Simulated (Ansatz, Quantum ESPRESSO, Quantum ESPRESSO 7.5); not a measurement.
**Ba(100), 5 layers, one monolayer of H on top sites: vacuum level and surface dipole**

Aim: the work function of each face of Ba(100), 5 layers, one monolayer of H on top sites, and how it moves with functional, pseudopotentials and boundary condition.

Method: plane-wave DFT, PBE, GBRV ultrasoft pseudopotentials (geometry and cross-check by Ansatz 0.2.0 with PAW datasets; geometry under PBE), in Quantum ESPRESSO 7.5.

This is a report of a sequence of runs, with most program output left out.

## 1. The structure

The cell holds 6 atoms: 5 Ba and 1 H. Its edges and angles: a = 5.020 Å, b = 5.020 Å, c = 29.040 Å, α = 90.0°, β = 90.0°, γ = 90.0°. It derives from Ba. Vacuum lies along c.

## 2. Geometry from Ansatz

A relaxation in Ansatz fixes the structure of this slab for the runs on it.

File input.yaml:

```yaml
crystal:
  lattice:
    - [5.02, 0.0, 0.0]
    - [0.0, 5.02, 0.0]
    - [0.0, 0.0, 29.04]
  atoms:
    - { symbol: Ba, position: [0.0, 0.0, 0.2858126722] }
    - { symbol: Ba, position: [0.5, 0.5, 0.3722451791] }
    - { symbol: Ba, position: [0.0, 0.0, 0.458677686] }
    - { symbol: Ba, position: [0.5, 0.5, 0.5451101928] }
    - { symbol: Ba, position: [0.0, 0.0, 0.6315426997] }
    - { symbol: H, position: [0.0, 0.0, 0.7162534435] }
kpoints:
  mp_grid: { grid: [6, 6, 1] }
hamiltonian:
  xc: pbe
scf:
  occupations: { method: fermi_dirac, width: 0.1 }
  convergence: { dr2_threshold: 1.0e-08 }
efield:
  axis: 3
  dipole_correction: true
  ramp_position: 0.97
  ramp_width: 0.04
relax:
  f_tol: 0.01
  constraints: [{ sites: [0, 1, 2] }]
output:
  write_potential: true
  write_density: true
  volumetric_format: npy
```

Run with:

```
$ ansatz run input.yaml --threads 4 --pin off --max-ram 8192MiB --backend cpu --events-out ev --progress --plain --runs-dir out
```

Elapsed: 47 s, on 4 threads of Arm Neoverse V1, shared host; peak memory 1.1 GiB.

The steps of the relaxation:

```
step  energy less that of the first step (eV)  largest force component (eV/Å)
   1                                   0.0000                          1.0793
   2                                  -0.1517                          0.3321
   3                                  -0.1853                          0.1512
   4                                  -0.1967                          0.0486
   5                                  -0.2008                          0.0526
   6                                  -0.2022                          0.0019
```

Forces are held to the 8 operations that the run works with; a distortion that breaks them can't arise in this run.

The atoms that moved most (Å):

```
atom     dx     dy     dz  length
 Ba5  0.000  0.000  0.696   0.696
  H6  0.000  0.000  0.447   0.447
 Ba4  0.000  0.000  0.068   0.068
```

Final coordinates:

```cif
data_structure
_symmetry_space_group_name_H-M 'P 1'
_symmetry_Int_Tables_number 1
_cell_length_a 5.0200
_cell_length_b 5.0200
_cell_length_c 29.0400
_cell_angle_alpha 90.000
_cell_angle_beta 90.000
_cell_angle_gamma 90.000
_cell_volume 731.82
loop_
_atom_site_label
_atom_site_type_symbol
_atom_site_fract_x
_atom_site_fract_y
_atom_site_fract_z
_atom_site_occupancy
Ba1 Ba 0.00000 0.00000 0.28581 1
Ba2 Ba 0.50000 0.50000 0.37225 1
Ba3 Ba 0.00000 0.00000 0.45868 1
Ba4 Ba 0.50000 0.50000 0.54746 1
Ba5 Ba 0.00000 0.00000 0.65551 1
H6 H 0.00000 0.00000 0.73163 1
```

The relaxation lowers the energy by 34 meV an atom. Held were the atoms numbered 1, 2 and 3; the forces quoted are those on the free ones.

This step gave:

```
free energy                     : -29761.8819 eV
energy at zero smearing         : -29761.7304 eV
smearing term TS                : 0.3031 eV
Fermi energy                    : 0.3728 eV
symmetry operations             : 8
work function of the upper face : 5.688 eV
work function of the lower face : 2.364 eV
dipole along the normal         : -0.4630 e·Å
```

## 3. SCF with pw.x

A dipole correction (tefield, dipfield, eamp = 0) lets each face keep its own vacuum level; its ramp sits in the vacuum at emaxpos, and symmetry is switched off.

Level of this step: plane-wave DFT, PBE, GBRV ultrasoft pseudopotentials (Quantum ESPRESSO 7.5).

File scf.in:

```
&control
  prefix = 'scf'
  outdir = './out'
  pseudo_dir = './pseudo'
  calculation = 'scf'
  tprnfor = .true.
  tefield = .true.
  dipfield = .true.
/
&system
  ibrav = 0
  nat = 6
  ntyp = 2
  ecutwfc = 40
  ecutrho = 200
  occupations = 'smearing'
  smearing = 'mv'
  degauss = 0.02
  edir = 3
  emaxpos = 0.97
  eopreg = 0.04
  eamp = 0.0
/
&electrons
  conv_thr = 1e-07
  mixing_beta = 0.4
  electron_maxstep = 120
  mixing_mode = 'local-TF'
/
ATOMIC_SPECIES
  Ba  137.3270  ba_pbe_v1.uspp.F.UPF
  H   1.0080  h_pbe_v1.4.uspp.F.UPF
CELL_PARAMETERS angstrom
  5.02000000000000 0.00000000000000 0.00000000000000
  0.00000000000000 5.02000000000000 0.00000000000000
  0.00000000000000 0.00000000000000 29.04000000000000
ATOMIC_POSITIONS crystal
  Ba  0.000000000000 0.000000000000 0.285812672200
  Ba  0.500000000000 0.500000000000 0.372245179100
  Ba  0.000000000000 0.000000000000 0.458677686000
  Ba  0.500000000000 0.500000000000 0.547459014048
  Ba  -0.000000000000 0.000000000000 0.655512495902
  H   -0.000000000000 0.000000000000 0.731630357825
K_POINTS automatic
  6 6 1 0 0 0
```

Run with:

```
$ OMP_NUM_THREADS=1 mpirun -n 4 pw.x -nk 2 -in scf.in > scf.out
```

Run time: 3 min. Hardware: 4 MPI ranks; peak memory 1.8 GiB; 12 min of CPU time.

Read from the output:

- free energy: -4794.9858 eV
- Fermi energy: 0.4066 eV
- dipole along the normal: -0.4654 e·Å

The program's own clock; routines nest. Time by routine:

```
     routine  wall time (s)  calls
       PWSCF          177.7      1
   electrons          170.7      1
     c_bands          117.1     23
     cegterg          103.8    230
       h_psi          80.36    844
        fftw             68  38938
    vloc_psi          60.38    844
    sum_band          30.24     23
      calbec          15.05   1114
     mix_rho          10.97     23
        newd          10.25     24
h_psi:calbec           9.97    844
  add_vuspsi            9.8    844
       s_psi           9.73    844
```

The run needed 23 iterations to bring the estimated error under 1e-07 Ry; the largest force on any atom, held or free, is 0.16 eV/Å.

## 4. Potential by pp.x

plot_num = 11 writes the bare and Hartree potential. It leaves out exchange and correlation, which fade slowly, so it flattens close to the surface.

File pot.in:

```
&inputpp
  prefix = 'scf'
  outdir = './out'
  filplot = 'pot.dat'
  plot_num = 11
/
```

Run with:

```
$ OMP_NUM_THREADS=1 mpirun -n 4 pp.x -in pot.in > pot.out
```

The job ended after 1.5 s (4 MPI ranks; peak memory 0.37 GiB).

Numbers from this step:

```
work function of the upper face                                       : 5.696 eV
slope of the potential above                                          : 1.58e-5 eV/Å
upper vacuum line continued to the top atoms, over the Fermi level    : 5.696 eV
work function of the lower face                                       : 2.352 eV
slope of the potential below                                          : -0.002627 eV/Å
lower vacuum line continued to the bottom atoms, over the Fermi level : 2.337 eV
```

The potential energy, planar mean oscillates, so the rows of the table below give means over windows of 2.67 Å about each position, cut where the curve ends. Its maxima inside the range that stand out by 2 % of the span (Å: eV): 9.6: -0.669, 12.1: -0.574, 14.6: -0.497, 17.4: 0.892, 28.0: 5.70. Its minima: 8.4: -3.75, 10.8: -3.24, 13.4: -3.36, 15.8: -3.61, 19.1: -3.85.

Electrostatic potential energy of an electron, with the sawtooth; zero at the Fermi level. The potential energy, planar mean by z; means over each step:

z (Å), potential energy, planar mean (eV) and a bar from the least value:
```
     1.33       2.40 ##################
     4.00       2.33 #################
     6.67       0.51 ###########
     9.34      -2.35 
    12.02      -2.17 #
    14.68      -2.21 #
    17.36      -1.04 #####
    20.02      -0.05 #########
    22.70       5.45 #############################
    25.37       5.70 ##############################
    28.04       5.32 #############################
```

Electrostatic potential energy in the ca plane at fractional y = 0.000, with atoms of Ba and H within 0.2 Å of it. With pseudopotentials it is smooth inside the atoms' cores, unlike the true potential.

Ten even steps from '0' (-27 eV) to '9' (6 eV), each cell a mean:
```
41000036888998874100004774699999999999999999
63100257888998876300026889999999999999999999
76434577888998887543457899999999999999999999
87777788888888888776778899999999999999999999
88888888888888888888888899999999999999999999
88888888888888888888888999999999999999999999
88888888888888888888888999999999999999999999
88888888888888888888888899999999999999999999
88777888888888888877778899999999999999999999
77655678888998887655567899999999999999999999
64211367888998876421246899999999999999999999
52000146888998875100015787899999999999999999
40000036888998874001004761499999999999999999
```
Columns run along c (16.0 Å, from fractional 0.42 to 0.97 of the cell; values clipped at the 3rd and 97th percentile), rows up along a (5.0 Å). Atoms in or near the plane, at fractional coordinates: Ba at (0.46, 0.00), Ba at (0.66, 0.00), H at (0.73, 0.00).

The vacuum is flat to 2.6 meV/Å, so its level is well defined. Inside the slab the curve depends on the local part of the pseudopotentials; only the vacuum level has a meaning of its own.

## 5. Macroscopic average

A running mean over one period damps the atomic wiggles and leaves the mean of this pseudopotential's potential.

File avg.in:

```
1
pot.dat
1.0
463
3
4.7432125728
```

Run with:

```
$ OMP_NUM_THREADS=1 average.x < avg.in > avg.out
```

Elapsed: 0.63 s, on 1 MPI rank; peak memory 0.13 GiB.

This step gave:

- average.x's running mean inside the slab, on the run's own zero: -1.693 eV
- mean potential by an exact Fourier window inside the slab, on the run's own zero: -1.694 eV

The potential energy (planar mean) oscillates, so the rows of the table below give means over windows of 2.7 Å about each position, cut where the curve ends. Its maxima inside the range that stand out by 2 % of the span (Å: eV): 9.6: -0.648, 12.0: -0.572, 14.6: -0.487, 17.4: 0.895, 28.0: 5.70. Its minima: 8.3: -3.75, 10.9: -3.24, 13.3: -3.36, 15.8: -3.61, 19.0: -3.84.

Electrostatic potential energy of an electron, with the sawtooth; zero at the Fermi level; window 2.5100 Å. Table of potential energy by z; means over each step:

```
z (Å)  planar mean (eV)  running mean (eV)
 1.35              2.40               2.61
 4.05              2.32               2.30
 6.75             0.342              0.236
 9.45             -2.34              -2.22
12.15             -2.19              -2.10
14.85             -2.23              -2.12
17.55             -1.08              -1.36
20.25             0.629              0.872
22.95              5.57               5.41
25.65              5.70               5.70
28.35              5.22               4.92
```

Where the running mean is not flat inside, average.x's window, rounded to the grid, doesn't match the spacings there.

## 6. Density by pp.x

The density shows how far the electrons spill into the vacuum.

File rho.in:

```
&inputpp
  prefix = 'scf'
  outdir = './out'
  filplot = 'rho.dat'
  plot_num = 0
/
```

Run with:

```
$ OMP_NUM_THREADS=1 mpirun -n 4 pp.x -in rho.in > rho.out
```

Run time: 1.5 s. Hardware: 4 MPI ranks; peak memory 0.37 GiB; 5.8 s of CPU time.

Numbers from this step:

* electrons by integration: 51.00 e

The valence density, planar mean oscillates, so the rows of the table below give means over windows of 1 Å about each position, cut where the curve ends. Its maxima inside the range that stand out by 2 % of the span (Å: e/Å³): 8.0: 0.206, 8.6: 0.210, 10.5: 0.215, 11.2: 0.214, 13.0: 0.213, 13.6: 0.213, 15.6: 0.209, 16.3: 0.206, 18.7: 0.202, 19.3: 0.199, 21.1: 0.0543. Its minima: 8.2: 0.198, 9.5: 0.0728, 10.8: 0.205, 12.1: 0.0711, 13.4: 0.204, 14.6: 0.0667, 15.9: 0.197, 17.4: 0.0394, 19.1: 0.192, 20.4: 0.0332.

Mean over planes. Valence density, planar mean against z; means over each step:

z (Å), valence density, planar mean (e/Å³) and a bar:
```
        2      0.000 
        3      0.000 
        4      0.000 
        5      0.001 
        6      0.005 #
        7      0.044 ######
        8      0.189 ############################
        9      0.151 ######################
       10      0.140 ####################
       11      0.205 ##############################
       12      0.099 ###############
       13      0.195 #############################
       14      0.156 #######################
       15      0.122 ##################
       16      0.201 #############################
       17      0.081 ############
       18      0.092 #############
       19      0.196 #############################
       20      0.086 #############
       21      0.045 #######
       22      0.015 ##
       23      0.001 
       24      0.000 
       25      0.000
```

Valence density in the ca plane at fractional y = 0.000, with atoms of Ba and H within 0.2 Å of it. It is the smooth field of the valence electrons, not physical close to the nuclei.

Ten even steps from '0' (-1.1 e/Å³) to '9' (1.4 e/Å³), each cell a mean:
```
68947975444444446984796567654444444444444444
57999854444444445799975555544444444444444444
45666544444444444566654444444444444444444444
44444444444444444444444444444444444444444444
44444444444444444444444444444444444444444444
44444444444444444444444444444444444444444444
44444444444444444444444444444444444444444444
44444444444444444444444444444444444444444444
44444444444444444444444444444444444444444444
44555544444444444455544444444444444444444444
56788654444444445689865444444444444444444444
58979964444444446897996556544444444444444444
69704975444444456960597679754444444444444444
```
Columns run along c (16.0 Å, from fractional 0.42 to 0.97 of the cell), rows up along a (5.0 Å). Atoms in or near the plane, at fractional coordinates: Ba at (0.46, 0.00), Ba at (0.66, 0.00), H at (0.73, 0.00).

The density integrates to 51.000 electrons, as the 51 of the input ask.

## 7. Projected density of states

Projections on atomic orbitals tell which layers and orbitals hold the states near the zero of energy.

File pdos.in:

```
&projwfc
  prefix = 'scf'
  outdir = './out'
  filpdos = 'pdos'
  Emin = -7.593
  Emax = 4.407
  DeltaE = 0.1
  ngauss = 0
  degauss = 0.01
/
```

Run with:

```
$ OMP_NUM_THREADS=1 mpirun -n 4 projwfc.x -in pdos.in > pdos.out
```

Run time: 3 s. Hardware: 4 MPI ranks; peak memory 0.37 GiB; 12 s of CPU time.

Read from the output:

| Quantity | Value |
| --- | --- |
| spilling of the projection | 8.00e-4 |

Projected DOS an atom over height of the atomic layer and energy from the Fermi level. Columns are the atomic layers from the bottom up.

Ten even steps from '_' (0.00 states/eV) to '@' (3.13 states/eV), each cell a mean:
```
@@++==##--__
++++++##==__
++++==----..
----==--==--
........--::
..........__
____________
____________
____________
____________
____________
____________
____________
____________
____________
____________
____________
____________
____________
____________
____________
____________
```
Columns: height of the atomic layer (Å) from 8.3 to 21.2 (not evenly spaced); rows upwards: energy from the Fermi level (eV) from -8.00 to 0.500.

The atomic orbitals miss 0.1 % of the occupied states; for empty states the projections can miss much more.

## 8. Ground state: open boundaries by the effective screening medium

The effective screening medium with bc1 puts vacuum on both sides and removes the images along the normal. The slab must sit about z = 0, symmetry is kept, and the .esm1 file holds the planar potential.

File esm.in:

```
&control
  prefix = 'esm'
  outdir = './out'
  pseudo_dir = './pseudo'
  calculation = 'scf'
  tprnfor = .true.
/
&system
  ibrav = 0
  nat = 6
  ntyp = 2
  ecutwfc = 40
  ecutrho = 200
  occupations = 'smearing'
  smearing = 'mv'
  degauss = 0.02
  assume_isolated = 'esm'
  esm_bc = 'bc1'
/
&electrons
  conv_thr = 1e-07
  mixing_beta = 0.4
  electron_maxstep = 120
  mixing_mode = 'local-TF'
/
ATOMIC_SPECIES
  Ba  137.3270  ba_pbe_v1.uspp.F.UPF
  H   1.0080  h_pbe_v1.4.uspp.F.UPF
CELL_PARAMETERS angstrom
  5.02000000000000 0.00000000000000 0.00000000000000
  0.00000000000000 5.02000000000000 0.00000000000000
  0.00000000000000 0.00000000000000 29.04000000000000
ATOMIC_POSITIONS crystal
  Ba  0.000000000000 0.000000000000 -0.222908842813
  Ba  0.500000000000 0.500000000000 -0.136476335913
  Ba  0.000000000000 0.000000000000 -0.050043829013
  Ba  0.500000000000 0.500000000000 0.038737499035
  Ba  -0.000000000000 0.000000000000 0.146790980889
  H   -0.000000000000 0.000000000000 0.222908842813
K_POINTS automatic
  6 6 1 0 0 0
```

Run with:

```
$ OMP_NUM_THREADS=1 mpirun -n 4 pw.x -nk 2 -in esm.in > esm.out
```

Wall time 3.3 min (4 MPI ranks); peak memory 1.9 GiB; 13 min of CPU time.

Read from the output:

| Quantity | Value |
| --- | --- |
| Fermi energy | -4.025 eV |
| vacuum line at the lower end of the cell, over the Fermi level | 2.349 eV |
| vacuum line at the upper end of the cell, over the Fermi level | 5.702 eV |

The potential energy, planar mean oscillates, so the rows of the table below give means over windows of 2.56 Å about each position, cut where the curve ends. Its maxima inside the range that stand out by 2 % of the span (Å: eV): -5.2: -0.658, -2.7: -0.582, -0.2: -0.494, 2.7: 0.901. Its minima: -6.5: -3.75, -4.0: -3.24, -1.5: -3.36, 1.1: -3.61, 4.3: -3.84.

Electrostatic potential energy of an electron; zero at the Fermi level. Potential energy, planar mean against z; means over each step:

z (Å), potential energy, planar mean (eV) and a bar from the least value:
```
   -13.24       2.35 #################
   -10.68       2.32 #################
    -8.12       0.60 ###########
    -5.56      -2.32 
    -3.00      -2.11 #
    -0.44      -2.12 #
     2.12      -1.17 ####
     4.68      -1.44 ###
     7.24       4.97 ###########################
     9.80       5.70 ##############################
    12.36       5.70 ##############################
```

The vacuum levels are read from the outermost 0.7 Å of the cell on either side.

The run needed 36 iterations to bring the estimated error under 1e-07 Ry; the largest force on any atom, held or free, is 0.16 eV/Å.

The upper level is 5.702 eV against 5.696 eV from the periodic run.

## 9. Ground state: PBE, SSSP efficiency

Next, another level on the same atoms.

Level of this step: plane-wave DFT, PBE, SSSP efficiency pseudopotentials (Quantum ESPRESSO 7.5).

sssp-pbe.in is the input of step 8 with these lines changed:

```diff
@@ -1,3 +1,3 @@
 &control
-  prefix = 'esm'
+  prefix = 'sssp-pbe'
   outdir = './out'
@@ -11,4 +11,4 @@
   ntyp = 2
-  ecutwfc = 40
-  ecutrho = 200
+  ecutwfc = 45
+  ecutrho = 360
   occupations = 'smearing'
@@ -26,4 +26,4 @@
 ATOMIC_SPECIES
-  Ba  137.3270  ba_pbe_v1.uspp.F.UPF
-  H   1.0080  h_pbe_v1.4.uspp.F.UPF
+  Ba  137.3270  Ba.pbe-spn-kjpaw_psl.1.0.0.UPF
+  H   1.0080  H.pbe-rrkjus_psl.1.0.0.UPF
 CELL_PARAMETERS angstrom
```

Run with:

```
$ OMP_NUM_THREADS=1 mpirun -n 4 pw.x -nk 2 -in sssp-pbe.in > sssp-pbe.out
```

Elapsed: 13 min, on 4 MPI ranks; peak memory 2.6 GiB.

The run ended without convergence. The estimated SCF accuracy went from 0.635 Ry in the first cycle kept to 3.3e-07 Ry at best and 3.21e-06 Ry in the last.

More iterations help only where the error still falls; otherwise the mixing, the start or the set-up has to change.

## 10. SCF with pw.x: LDA, PseudoDojo norm-conserving

Level of this step: plane-wave DFT, LDA, PseudoDojo norm-conserving pseudopotentials (Quantum ESPRESSO 7.5).

dojo-lda.in is the input of step 9 with these lines changed:

```diff
@@ -1,3 +1,3 @@
 &control
-  prefix = 'sssp-pbe'
+  prefix = 'dojo-lda'
   outdir = './out'
@@ -11,4 +11,4 @@
   ntyp = 2
-  ecutwfc = 45
-  ecutrho = 360
+  ecutwfc = 64
+  ecutrho = 256
   occupations = 'smearing'
@@ -26,4 +26,4 @@
 ATOMIC_SPECIES
-  Ba  137.3270  Ba.pbe-spn-kjpaw_psl.1.0.0.UPF
-  H   1.0080  H.pbe-rrkjus_psl.1.0.0.UPF
+  Ba  137.3270  Ba.dojo-sr-lda-0.4.1-standard.upf
+  H   1.0080  H.dojo-sr-lda-0.4.1-standard.upf
 CELL_PARAMETERS angstrom
```

Run with:

```
$ OMP_NUM_THREADS=1 mpirun -n 4 pw.x -nk 2 -in dojo-lda.in > dojo-lda.out
```

The job ended after 6.7 min (4 MPI ranks; peak memory 1.1 GiB).

Read from the output:

| Property | Result |
| --- | --- |
| free energy | -3845.6959 eV |
| Fermi energy | -4.151 eV |
| vacuum line at the lower end of the cell, over the Fermi level | 2.525 eV |
| vacuum line at the upper end of the cell, over the Fermi level | 5.777 eV |

The potential energy, planar mean oscillates, so the rows of the table below give means over windows of 2.52 Å about each position, cut where the curve ends. Its maxima inside the range that stand out by 2 % of the span (Å: eV): -5.1: -0.425, -2.7: -0.326, -0.2: -0.241, 2.7: 1.11. Its minima: -6.5: -8.95, -3.9: -8.43, -1.4: -8.53, 1.1: -8.80, 4.2: -9.01.

Electrostatic potential energy of an electron; zero at the Fermi level. Table of potential energy, planar mean by z; means over each step:

z (Å), potential energy, planar mean (eV) and a bar from the least value:
```
   -13.26       2.52 ####################
   -10.74       2.50 ####################
    -8.22       0.83 ###############
    -5.70      -4.17 
    -3.18      -3.92 #
    -0.66      -3.85 #
     1.86      -3.11 ###
     4.38      -3.69 #
     6.90       4.68 ###########################
     9.42       5.77 ##############################
    11.94       5.78 ##############################
```

The upper face goes from 5.702 eV (PBE, GBRV) to 5.777 eV, a change of +0.075 eV.

[end of part 1 of 2]

[Logs are printed without paths, hosts, clocks, repeated set-up lines and the standing remarks that a program may print on its own settings, such as how far it seeks lower states.]

[Hosts, paths, dates, database ids (printed as entryN), source tags and the programs' standing remarks are cut or masked in the printed files.]

[Maps of the electrostatic potential energy from Ansatz leave out the sawtooth potential of an applied field or a dipole correction, so their vacuum need not be flat; planar profiles and work functions include it.]
